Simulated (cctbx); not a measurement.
# Diagnosing a refinement

Cell a = 7.4670 Å, b = 7.4670 Å, c = 7.2610 Å, α = 90.00°, β = 90.00°, γ = 90.00°; space group P4_2/mnm (no. 136). The compound is Er2Pt2Pb.

Simulated single-crystal data (cctbx): Cu Kα, λ = 1.54184 Å, to d = 0.8 Å, 95 % of the full sphere, strongest reflection 5000 counts, noise from counting, a 4 % proportional error and a noise floor of 2 counts (s.d.); no absorption.

An anisotropic refinement with weights 1/σ² prints:

```text
Rint 0.055, 249 unique reflections to 0.80 A
cycle     R1     wR2    GooF  max shift (A)
   1  0.0884  0.2098   6.506   0.00081
   2  0.0280  0.0640   1.985   0.00001
final R1 0.0280 wR2 0.0640 GooF 1.985  parameters 16  data/parameter 15.6
atom        x        y        z      Ueq    occ   su(xyz)  su(Uiso or U11)
Pb1    0.00000  0.50000  0.25000   0.0039  1.000  0.00000  0.0004
Pt1    0.37116  0.62884  0.77269   0.0067  1.000  0.00011  0.0003
Er1    0.16149  0.83851  0.00000   0.0186  1.000  0.00017  0.0006
Er2    0.17665  0.82335  0.50000   0.0185  1.000  0.00017  0.0006
difference map: max 4.09 min -4.35 rms 0.79
Q1    0.0000  0.5000  0.2500    4    4.19  0.00 A from Pb1
Q2    0.0541  0.9459  0.0000    4    2.89  1.13 A from Er1
Q3    0.0000  0.0000  0.1204    4    1.94  1.75 A from Pt1
Q4    0.1198  0.1198  0.3491    8    1.93  0.56 A from Pt1
Q5    0.1041  0.1041  0.2572    8    1.78  0.28 A from Pt1
Q6    0.1132  0.7988  0.2473   16    1.46  1.86 A from Er1
```

**Question.** Can this result stand? If not, what is the likely fault?

Mend it. The fault: dispersion terms of the wrong wavelength (0.71073 Å). Against the right model at the same level, R1 goes from 0.0139 to 0.0280 and GooF from 0.91 to 1.99, U of Er2 swells from 0.0083 to 0.0185 Å², U of Er1 swells from 0.0084 to 0.0186 Å² and U of Pb1 shrinks from 0.0064 to 0.0039 Å². f′ and f″ must be those of the data's wavelength; the error mimics a mistyped heavy atom. The signs are weak, and the output alone doesn't single this fault out.

The compound is Er2Pt2Pb. The right model at the same level gives:

```text
Rint 0.055, 249 unique reflections to 0.80 A
cycle     R1     wR2    GooF  max shift (A)
   1  0.0142  0.0302   0.938   0.00015
   2  0.0139  0.0294   0.913   0.00000
final R1 0.0139 wR2 0.0294 GooF 0.913  parameters 16  data/parameter 15.6
atom        x        y        z      Ueq    occ   su(xyz)  su(Uiso or U11)
Pb1    0.00000  0.50000  0.25000   0.0064  1.000  0.00000  0.0002
Pt1    0.37124  0.62876  0.77269   0.0067  1.000  0.00005  0.0002
Er1    0.16147  0.83853  0.00000   0.0084  1.000  0.00008  0.0003
Er2    0.17661  0.82339  0.50000   0.0083  1.000  0.00008  0.0003
difference map: max 2.01 min -1.82 rms 0.36
Q1    0.0625  0.9375  0.0000    4    2.09  1.04 A from Er1
Q2    0.0000  0.0000  0.0000    2    1.66  1.71 A from Er1
Q3    0.0000  0.0000  0.2651    4    1.65  1.36 A from Pt1
Q4    0.0000  0.0000  0.1010    4    1.38  1.84 A from Pt1
Q5    0.0435  0.6625  0.5000    8    1.35  1.56 A from Er2
Q6    0.1934  0.1934  0.5000    4    1.15  1.53 A from Er1
```

This is a model crystal, built by substitution and not relaxed, with assumed displacement parameters.

[Middle refinement cycles are left out of these outputs.]

[Logs are printed without paths, hosts, clocks, repeated set-up lines and the standing remarks that a program may print on its own settings, such as how far it seeks lower states.]
